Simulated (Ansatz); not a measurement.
# Lattice dynamics of InPd (Pm-3m), part 2 of 2

Aim: the phonons of InPd (Pm-3m) at a cell relaxed beforehand at this level. After the zone centre comes a 4×4×4 q mesh on a 16×16×16 k mesh.

Ansatz 0.2.0; DFT PBEsol, scalar-relativistic, plane waves, PAW; PAW set soft_1.

So far. Step 2 (Linear response at the zone centre): Before it was imposed, the acoustic sum rule was missed by 4.2e-5 eV/Å². Small misses are needed for a sound result but don't prove that mesh and cutoff are converged. The lowest optical mode is real, 145 cm⁻¹.

**3. Response at finite wavevector**

Stability and thermal properties need the whole zone. Linear response on a 4×4×4 q mesh gives force constants as far as a supercell of that size would.

File input.yaml:

```yaml
crystal:
  lattice:
    - [3.2468110582, 0.0, 0.0]
    - [0.0, 3.2468110582, 0.0]
    - [0.0, 0.0, 3.2468110582]
  atoms:
    - { symbol: In, position: [0.0, 0.0, 0.0] }
    - { symbol: Pd, position: [0.5, 0.5, 0.5] }
kpoints:
  mp_grid: { grid: [16, 16, 16] }
hamiltonian:
  xc: pbesol
  pseudopotentials: { kind: paw, azcp: { folder: soft_1 }, xc_functional: pbe }
scf:
  occupations: { method: methfessel_paxton, width: 0.2 }
output:
  eigenvalues: true
phonons:
  method: dfpt
  qmesh: [4, 4, 4]
  temperatures: { t_max: 1000, t_step: 50 }
  qpath:
    path:
      - [[0.0, 0.0, 0.0], [0.0, 0.5, 0.0], [0.5, 0.5, 0.0], [0.0, 0.0, 0.0], [0.5, 0.5, 0.5], [0.0, 0.5, 0.0]]
      - [[0.5, 0.5, 0.5], [0.5, 0.5, 0.0]]
    npoints: 10
```

On the command line:

```sh
$ ansatz run input.yaml --threads 4 --pin off --max-ram 10240MiB --backend cpu --events-out ev --progress --plain --runs-dir out
```

Numbers of over 12 decimals in the logs are rounded to 6 here.

The program printed:

```text
[...]
Crystal: 2 atoms, lattice volume = 34.227 Å³
Basis set: ecut = 420 eV, 691 PW (Γ), exchange–correlation on 48×48×48 points (8 copies of the dense FFT grid, shifted against one another)
Bands: 20, of which v1, the nominal top of the filled ones, is band 16 counted from 1 (15 counted from 0)
Symmetry: 48 space group operations
k-points: 165 of 4096
[...]
SCF iter   1: F=—  HF=-12436.895755 eV  |F-HF|=—  |Δ(HF+E_count)|=         —  Δρ=2.06e-1  dr2=2.02e1  ethr=3.10e-3  ⟨swp⟩=5.1  Hψ=14732  notcnv=0
[...]
SCF iter  10: F=-12433.237838 eV  HF=-12433.237838 eV  |F-HF|=1.82e-12  |Δ(HF+E_count)|=  2.31e-10  S|Δr|=    0.00e0  Δρ=8.55e-8  dr2=2.05e-12  ethr=1.00e-12  ⟨swp⟩=5.5  Hψ=16288  notcnv=0
[...]
SCF 1 converged in 10 iterations: F = -12433.237838 eV  dr2 = 2.05e-12
[...]
phonons: the bands overlap, so this run is a metal and interpolates without the dipole-dipole term. If the crystal is really an insulator or semiconductor, its LO-TO splitting is missing
NSCF: frozen V_eff on 165 k-points
WARN: eigensolver did not converge in 2 slots of this pass, the one above among them; of largest residual over every band (k=88): 1 band(s) unlocked (lowest unlocked band 19, counted from 0; max residual 3.78e-6 eV among the unlocked bands, 3.78e-6 eV over every band); of lowest unlocked band (k=17): band 19
[...]
DFPT response loops at q = (0, 0, 0) (fractional): preconditioner auto → Kerker (q_TF=auto, 2.684 Å⁻¹) (partly filled bands, converged f_vac=0.000); β = 1.00, the filter's whole step (`scf.mixing.beta` (0.50) is not read by the response loops under this deck's `scf.mixing.preconditioner`; to damp them name `kerker` or `kerker_dos`, under which they read `scf.mixing.beta`, and type it under 1.00, their step now; both keys bind the ground state too); Broyden in place of MSR1
[...]
SCF converged after 10 iterations
[...]
Free energy (F): -12433.237838 eV
[...]
Internal energy: -12433.238087 eV  (E = F + TS)
E sigma→0 (E₀):  -12433.237900 eV
Entropy (-TS):   0.000249 eV (0.125 meV/atom)
Fermi energy:    17.094558 eV
[...]
--- Band table (eV; the first three rows and the last of 165) ---
  k-point 0: bands = [... 12 lower, 14.7332, 14.7332, 14.7332, 21.2658, 21.2658, 21.2658, 26.7363, 27.7944]
  k-point 1: bands = [... 12 lower, 14.6825, 14.6825, 14.7300, 20.8065, 21.3959, 21.3959, 26.9586, 27.7682]
  k-point 2: bands = [... 12 lower, 14.5453, 14.5453, 14.7209, 19.7703, 21.7712, 21.7712, 27.1359, 27.6920]
  k-point 164: bands = [... 12 lower, 15.3757, 15.3757, 17.0271, 20.8456, 20.8456, 20.8456, 21.5355, 21.5355]
--- Phonons (Γ-DFPT): 2 representative perturbations + reference (Σ response iterations 7) ---
  ASR residual: 5.218e-5 → 0.000e0 eV/Å²; symmetrization residual: 3.726e-5 eV/Å²
  ASR residual per site (eV/Å²): 4.37e-5 5.22e-5
  Γ frequencies (cm⁻¹): 0.00 0.00 0.00 144.85 144.85 144.85
--- Phonons (arbitrary-q DFPT): 10 irreducible q on the 4×4×4 mesh ---
  q = [0.0000, 0.0000, 0.0000] (star 1, of the zone-centre solve; hermiticity 1.75e-5, symmetrization 8.33e-12): -0.00 0.00 0.00 144.85 144.85 144.85
  q = [0.0000, 0.0000, 0.2500] (star 6, 4 solved perturbations in 4032 linear systems a pass and spin channel, the states on 1296 of 4096 k-point pairs; hermiticity 8.29e-6, symmetrization 3.48e-13): 50.54 50.54 84.09 130.03 130.03 152.98
[...]
q = [0.0000, 0.2500, -0.5000] (star 12, 6 solved perturbations on 1296 of 4096 k-point pairs; hermiticity 3.72e-6, symmetrization 6.21e-14): 59.00 71.18 89.32 102.83 154.58 169.96
[...]
sum rule: each row above includes the acoustic sum rule's correction from the zone centre's row sums; it moved no ω² by more than (0.37 cm⁻¹)²
  mesh force constants: q→R imaginary residual 3.00e-18; ASR residual 5.218e-5 → 0.000e0 eV/Å²; symmetrization residual 3.553e-15 eV/Å²
  interpolated dispersion: 62 rows × 6 modes
  density of states and harmonic sums: on the 20×20×20 q-mesh, interpolated from the force constants of a 4×4×4 supercell (no non-analytic term)
  largest difference from the sums on the solved wave vectors: F 1.32e-2 eV, S 1.72e-5 and C_V 4.01e-6 eV/K
  zero-point energy: 0.039426 eV/cell   skipped modes (ω ≤ 0): 3   left out of the sums: 6.25e-5 of the cell's modes: C_V's classical limit lies that fraction below 3 k_B per atom; for a crystal, a wire or a layer, F and S can be off by more, and a phonons.interpolated_qmesh denser along its periods is the remedy for the sampling
```

Wall time 11 min (4 threads of Arm Neoverse V1, shared host); peak memory 3.7 GiB.

This step gave:

- sum-rule residual before enforcement: 5.22e-5 eV/Å²
- lowest frequency on the path: 0 cm⁻¹
- highest frequency on the path or at a solved wavevector: 174.4 cm⁻¹
- mean frequency: 106 cm⁻¹
- Debye temperature (second moment): 212 K
- logarithmic mean frequency: 96.4 cm⁻¹
- lowest mode on the q mesh (acoustic modes at Γ apart): 29.4 cm⁻¹
- zero-point energy per atom: 19.71 meV
- heat capacity at 300 K: 24.33 J/(mol atoms K)
- vibrational entropy at 300 K: 44.48 J/(mol atoms K)

Frequencies (cm⁻¹) solved at each irreducible wavevector; negative means imaginary. Frequencies by wavevector, by row:

| q in reciprocal lattice units | star | mode 1 | mode 2 | mode 3 | mode 4 | mode 5 | mode 6 |
| --- | --- | --- | --- | --- | --- | --- | --- |
| 0 0 0 | 1 | 0 | 0 | 0 | 144.8 | 144.8 | 144.8 |
| 0 0 0.25 | 6 | 50.5 | 50.5 | 84.1 | 130 | 130 | 153 |
| 0 0 -0.5 | 3 | 83.1 | 83.1 | 105 | 105 | 117.1 | 163.7 |
| 0 0.25 0.25 | 12 | 29.4 | 70.1 | 92.9 | 119.8 | 140.7 | 159.8 |
| 0 0.25 -0.5 | 12 | 59 | 71.2 | 89.3 | 102.8 | 154.6 | 170 |
| 0 -0.5 -0.5 | 3 | 48.7 | 48.7 | 98.9 | 101 | 174.4 | 174.4 |
| 0.25 0.25 0.25 | 8 | 52.8 | 52.8 | 86.9 | 146.6 | 146.8 | 146.8 |
| 0.25 0.25 -0.5 | 12 | 63.1 | 64.2 | 76.1 | 125.8 | 151.9 | 166.7 |
| 0.25 -0.5 -0.5 | 6 | 67.5 | 67.5 | 86.1 | 123.1 | 163.3 | 163.3 |
| -0.5 -0.5 -0.5 | 1 | 96 | 96 | 96 | 145.7 | 145.7 | 145.7 |

Interpolated from a 4×4×4 q mesh. The phonon branches at the labelled points (cm⁻¹):

| point | branch 1 | branch 2 | branch 3 | branch 4 | branch 5 | branch 6 |
| --- | --- | --- | --- | --- | --- | --- |
| Γ | 0 | 0 | 0 | 145 | 145 | 145 |
| halfway | 50 | 50 | 84 | 130 | 130 | 153 |
| X | 83 | 83 | 105 | 105 | 117 | 164 |
| halfway | 59 | 71 | 89 | 103 | 155 | 170 |
| M | 49 | 49 | 99 | 101 | 174 | 174 |
| halfway | 29 | 70 | 93 | 120 | 141 | 160 |
| Γ | 0 | 0 | 0 | 145 | 145 | 145 |
| halfway | 53 | 53 | 87 | 147 | 147 | 147 |
| R | 96 | 96 | 96 | 146 | 146 | 146 |
| halfway | 63 | 64 | 76 | 126 | 152 | 167 |
| X | 83 | 83 | 105 | 105 | 117 | 164 |
| jump to R | 96 | 96 | 96 | 146 | 146 | 146 |
| halfway | 68 | 68 | 86 | 123 | 163 | 163 |
| M | 49 | 49 | 99 | 101 | 174 | 174 |

The phonon branches as a text plot (rows in cm⁻¹):

```
    171 |          ********                          **       ***
    164 |      **** **    ***                      **  ***   *
    156 |   ***              **          ****    ***       **
    149 | **       *       **  ***     ************ **    *
    142 |***      *          *  *******         **    *   *
    134 |                     **    *  *          **   *   *
    127 |   **                *      **             *   *   *
    120 |     * **           *                       *   *   *
    113 |      *           **                         **      *
    105 |     *******    **                             **     **
     98 |    *   *   ****              *      **        * *    **
     91 |           *    **  **      **      *  **        **  *
     84 |   *  *****       **           *   *    **    *** ***
     76 |          *      ***  *         ** *     ******    *
     69 |     *   *          *      *      *       * **      *
     62 |    *     ***   *    *          **         *
     54 |  *        *** *       *       *                     **
     47 |   *         ****     *       *                        *
     40 | *               *        * **
     33 |  *               ***  **
     25 |                     **    *
     18 |**                     **
     11 |*                       * *
      4 |                         *
         Γ      X      M          Γ            R        X|R     M
```

The phonon density of states has structure finer than the step of the table below, so its rows give means over 5 cm⁻¹, whole bins alone (the curve runs from 1 to 175 cm⁻¹). Peaks (cm⁻¹: height): 69.0: 0.0719, 85.0: 0.0651, 127.0: 0.0457, 167.0: 0.0847.

Tetrahedra on a 20×20×20 mesh, mean over bins of 2 cm-1. Interpolated from a 4×4×4 q mesh. Phonon density of states against wavenumber; means over each step:

wavenumber (cm⁻¹), phonon density of states (1/cm⁻¹/cell) and a bar:
```
        5     0.0001 
       10     0.0004 
       15     0.0011 
       20     0.0024 #
       25     0.0049 ##
       30     0.0095 ####
       35     0.0151 ######
       40     0.0213 ########
       45     0.0297 ###########
       50     0.0411 ################
       55     0.0446 #################
       60     0.0485 ###################
       65     0.0564 ######################
       70     0.0632 ########################
       75     0.0547 #####################
       80     0.0549 #####################
       85     0.0582 ######################
       90     0.0444 #################
       95     0.0364 ##############
      100     0.0146 ######
      105     0.0238 #########
      110     0.0281 ###########
      115     0.0281 ###########
      120     0.0304 ############
      125     0.0374 ##############
      130     0.0400 ###############
      135     0.0402 ################
      140     0.0370 ##############
      145     0.0284 ###########
      150     0.0454 ##################
      155     0.0590 #######################
      160     0.0652 #########################
      165     0.0777 ##############################
      170     0.0507 ####################
```

Phonopy on the run's constants, 17x17x17 mesh, Gaussian sigma 2.0 cm-1. Interpolated from a 4×4×4 q mesh. Table of partial phonon density of states by wavenumber; read off at these points; values in 1/cm⁻¹/cell:

| wavenumber (cm⁻¹) | In | Pd |
| --- | --- | --- |
| -5.0 | 0 | 0 |
| 0.0 | 6.0e-5 | 6.0e-5 |
| 5.0 | 1.0e-5 | 1.0e-5 |
| 10.0 | 3.3e-4 | 3.2e-4 |
| 15.0 | 5.3e-4 | 5.1e-4 |
| 20.0 | 0.00141 | 0.00145 |
| 25.0 | 0.00233 | 0.00260 |
| 30.0 | 0.00430 | 0.00541 |
| 35.0 | 0.00615 | 0.00845 |
| 40.0 | 0.00853 | 0.0129 |
| 45.0 | 0.0108 | 0.0181 |
| 50.0 | 0.0151 | 0.0276 |
| 55.0 | 0.0135 | 0.0270 |
| 60.0 | 0.0166 | 0.0355 |
| 65.0 | 0.0170 | 0.0400 |
| 66.5 | 0.0185 | 0.0455 |
| 70.0 | 0.0165 | 0.0428 |
| 75.0 | 0.0121 | 0.0427 |
| 80.0 | 0.009 | 0.0480 |
| 84.1 | 0.00757 | 0.0504 |
| 85.0 | 0.00727 | 0.0495 |
| 90.0 | 0.00562 | 0.0374 |
| 95.0 | 0.00355 | 0.0325 |
| 100.0 | 0.00598 | 0.0112 |
| 105.0 | 0.0216 | 0.00354 |
| 110.0 | 0.0238 | 0.00369 |
| 115.0 | 0.0225 | 0.00481 |
| 120.0 | 0.0231 | 0.00660 |
| 125.0 | 0.0280 | 0.00879 |
| 128.0 | 0.0320 | 0.00926 |
| 130.0 | 0.0301 | 0.00954 |
| 135.0 | 0.0297 | 0.0105 |
| 140.0 | 0.0253 | 0.0107 |
| 145.0 | 0.0205 | 0.00949 |
| 150.0 | 0.0309 | 0.0152 |
| 155.0 | 0.0394 | 0.0173 |
| 160.0 | 0.0464 | 0.0183 |
| 165.0 | 0.0573 | 0.0191 |
| 170.0 | 0.0371 | 0.0142 |
| 175.0 | 0.00566 | 0.00275 |
| 180.0 | 3.2e-5 | 1.6e-5 |
| 185.0 | 0 | 0 |

Second derivatives of the energy by pair, one row for each kind of neighbour of each atom listed. Each entry sums the pair over the periodic images of the supercell that the q mesh stands for, and in a polar crystal it holds the long-range dipole part too. Force constants by pair, by row:

| atom | neighbour | distance (Å) | third of the trace (eV/Å²) | along the pair's line (eV/Å²) |
| --- | --- | --- | --- | --- |
| In1 | itself | 0 | 6.961 | – |
| In1 | Pd | 2.812 | -0.5185 | -1.914 |
| In1 | In | 3.247 | -0.2906 | -1.228 |
| In1 | In | 4.592 | -0.0312 | -0.1612 |
| In1 | Pd | 5.384 | -5.00e-4 | 0.007 |
| In1 | In | 5.624 | -0.0574 | -0.1749 |
| In1 | In | 6.494 | -0.0127 | -0.0254 |
| In1 | Pd | 7.076 | -0.0054 | -0.0098 |
| In1 | In | 7.26 | -0.0113 | -0.0175 |
| Pd2 | itself | 0 | 3.746 | – |
| Pd2 | In | 2.812 | -0.5185 | -1.914 |
| Pd2 | Pd | 3.247 | 0.0127 | -0.3199 |
| Pd2 | Pd | 4.592 | -0.0087 | -0.1069 |
| Pd2 | In | 5.384 | -5.00e-4 | 0.007 |
| Pd2 | Pd | 5.624 | 0.0519 | 0.1952 |
| Pd2 | Pd | 6.494 | 0.0688 | 0.2265 |
| Pd2 | In | 7.076 | -0.0054 | -0.0098 |
| Pd2 | Pd | 7.26 | -0.0133 | -0.0244 |

Harmonic thermodynamic functions per atom, from the density of states. Interpolated from a 4×4×4 q mesh. Thermodynamic functions, by row:

| T (K) | F_vib (meV/atom) | S (J/mol-atom/K) | C_V (J/mol-atom/K) |
| --- | --- | --- | --- |
| 0 | 19.71 | 0 | 0 |
| 50 | 18.39 | 7.663 | 12.71 |
| 100 | 11.28 | 19.32 | 20.28 |
| 200 | -17.46 | 34.74 | 23.61 |
| 300 | -58.83 | 44.48 | 24.33 |
| 400 | -108.8 | 51.52 | 24.6 |
| 500 | -165.1 | 57.03 | 24.72 |
| 600 | -226.6 | 61.54 | 24.79 |
| 700 | -292.4 | 65.36 | 24.83 |
| 800 | -361.9 | 68.68 | 24.86 |
| 900 | -434.7 | 71.61 | 24.87 |
| 1000 | -510.3 | 74.23 | 24.89 |

Harmonic mean-square displacement, third of the trace. Interpolated from a 4×4×4 q mesh. Mean square displacements, by row:

| T (K) | In1 U_eq (Å²) | Pd2 U_eq (Å²) |
| --- | --- | --- |
| 0 | 0.00147 | 0.0021 |
| 100 | 0.00322 | 0.00512 |
| 300 | 0.00876 | 0.01437 |
| 600 | 0.01735 | 0.02856 |

Symmetry leaves 10 wavevectors to solve. The lowest mode among them, the acoustic zeros apart, lies at q = (0, 0.25, 0.25) and is real, 29.4 cm⁻¹.

**4. Another isotope, element In, natural mass 114.818 amu**

An isotope changes the mass and not the force constants, so no new electronic calculation is needed; the shifts show which modes move this element.

The same force constants with the mass of In changed from 114.818 to 112.904 u (phonopy, no LO-TO term). Both lists are sorted by frequency; levels can cross, so a row need not hold one and the same mode. Modes under 3 cm⁻¹ are left out. Isotope shifts, by row:

| q | rank | natural mass (cm⁻¹) | changed mass (cm⁻¹) |
| --- | --- | --- | --- |
| 0 0 0 | 4 | 144.8 | 145.4 |
| 0 0 0 | 5 | 144.8 | 145.4 |
| 0 0 0 | 6 | 144.8 | 145.4 |
| 0 0 0.25 | 1 | 50.54 | 50.73 |
| 0 0 0.25 | 2 | 50.54 | 50.73 |
| 0 0 0.25 | 3 | 84.09 | 84.29 |
| 0 0 0.25 | 4 | 130 | 130.7 |
| 0 0 0.25 | 5 | 130 | 130.7 |
| 0 0 0.25 | 6 | 153 | 153.9 |
| 0 0 -0.5 | 1 | 83.08 | 83.08 |
| 0 0 -0.5 | 2 | 83.08 | 83.08 |
| 0 0 -0.5 | 3 | 105 | 105.9 |
| 0 0 -0.5 | 4 | 105 | 105.9 |
| 0 0 -0.5 | 5 | 117.1 | 117.1 |
| 0 0 -0.5 | 6 | 163.7 | 165.1 |
| 0 0.25 0.25 | 1 | 29.4 | 29.5 |
| 0 0.25 0.25 | 2 | 70.1 | 70.33 |
| 0 0.25 0.25 | 3 | 92.92 | 92.94 |
| 0 0.25 0.25 | 4 | 119.8 | 120.4 |
| 0 0.25 0.25 | 5 | 140.7 | 141.8 |
| 0 0.25 0.25 | 6 | 159.8 | 160.7 |

A mode of this element alone would shift by +0.84 %. The highest zone-centre frequency without the field goes from 144.8 to 145.4 cm⁻¹ (+0.4 %). The product of the frequency ratios over all optical modes at Γ is 1.012; the product rule, (m/m′)^(3k/2) (M′/M)^(3/2) with k = 1 such atoms and M the mass of the cell, gives 1.012.

**5. Another isotope, element Pd, natural mass 106.42 amu**

The same for Pd, from 106.42 to 109.91 u.

The same force constants with the mass of Pd changed from 106.420 to 109.905 u (phonopy, no LO-TO term). Both lists are sorted by frequency; levels can cross, so a row need not hold one and the same mode. Modes under 3 cm⁻¹ are left out. Isotope shifts, by row:

| q | rank | natural mass (cm⁻¹) | changed mass (cm⁻¹) |
| --- | --- | --- | --- |
| 0 0 0 | 4 | 144.8 | 143.7 |
| 0 0 0 | 5 | 144.8 | 143.7 |
| 0 0 0 | 6 | 144.8 | 143.7 |
| 0 0 0.25 | 1 | 50.54 | 50.08 |
| 0 0 0.25 | 2 | 50.54 | 50.08 |
| 0 0 0.25 | 3 | 84.09 | 83.11 |
| 0 0 0.25 | 4 | 130 | 129.1 |
| 0 0 0.25 | 5 | 130 | 129.1 |
| 0 0 0.25 | 6 | 153 | 152.3 |
| 0 0 -0.5 | 1 | 83.08 | 81.75 |
| 0 0 -0.5 | 2 | 83.08 | 81.75 |
| 0 0 -0.5 | 3 | 105 | 105 |
| 0 0 -0.5 | 4 | 105 | 105 |
| 0 0 -0.5 | 5 | 117.1 | 115.2 |
| 0 0 -0.5 | 6 | 163.7 | 163.7 |
| 0 0.25 0.25 | 1 | 29.4 | 29.11 |
| 0 0.25 0.25 | 2 | 70.1 | 69.41 |
| 0 0.25 0.25 | 3 | 92.92 | 91.47 |
| 0 0.25 0.25 | 4 | 119.8 | 119.1 |
| 0 0.25 0.25 | 5 | 140.7 | 140.6 |
| 0 0.25 0.25 | 6 | 159.8 | 158.8 |

A mode of this element alone would shift by -1.60 %. The highest zone-centre frequency without the field goes from 144.8 to 143.7 cm⁻¹ (-0.8 %). The product of the frequency ratios over all optical modes at Γ is 0.976; the product rule, (m/m′)^(3k/2) (M′/M)^(3/2) with k = 1 such atoms and M the mass of the cell, gives 0.975.

**6. What came out**

| Quantity | Value |
| --- | --- |
| space group (within 0.01 Å) | Pm-3m |
| volume per atom | 17.1 Å³ |
| electronic character | no gap on this mesh |
| highest optical mode at the zone centre (no LO-TO term) | 145 cm⁻¹ |
| lowest optical zone-centre mode | 145 cm⁻¹ |
| lowest mode on the q mesh (acoustic modes at Γ apart) | 29.4 cm⁻¹ |
| highest frequency on the path or at a solved wavevector | 174 cm⁻¹ |
| zero-point energy per atom | 19.7 meV |
| heat capacity at 300 K | 24.3 J/(mol atoms K) |
| vibrational entropy at 300 K | 44.5 J/(mol atoms K) |
| Debye temperature (second moment) | 212 K |
| imaginary modes on the 4×4×4 q mesh | none |

The structure is a minimum as far as tested: no mode is imaginary at the 10 irreducible wavevectors of the 4×4×4 mesh, and the softest away from the acoustic zeros lies at 29 cm⁻¹. The optical modes at Γ form one degenerate level at 145 cm⁻¹. With no gap, or one that is small against the smearing, the frequencies hang on the k mesh and the smearing, most of all near Kohn anomalies. The phonon runs are without spin polarisation, although the cell has an odd electron count. The PAW files were made for PBE and serve the other functionals too. A phonon run warned that its eigensolver left some bands unconverged in a pass. These are harmonic frequencies at zero temperature: anharmonic shifts, linewidths and thermal expansion are left out.

[Logs are printed without paths, hosts, clocks, repeated set-up lines and the standing remarks that a program may print on its own settings, such as how far it seeks lower states.]

[Hosts, paths, dates, database ids (printed as entryN), source tags and the programs' standing remarks are cut or masked in the printed files.]
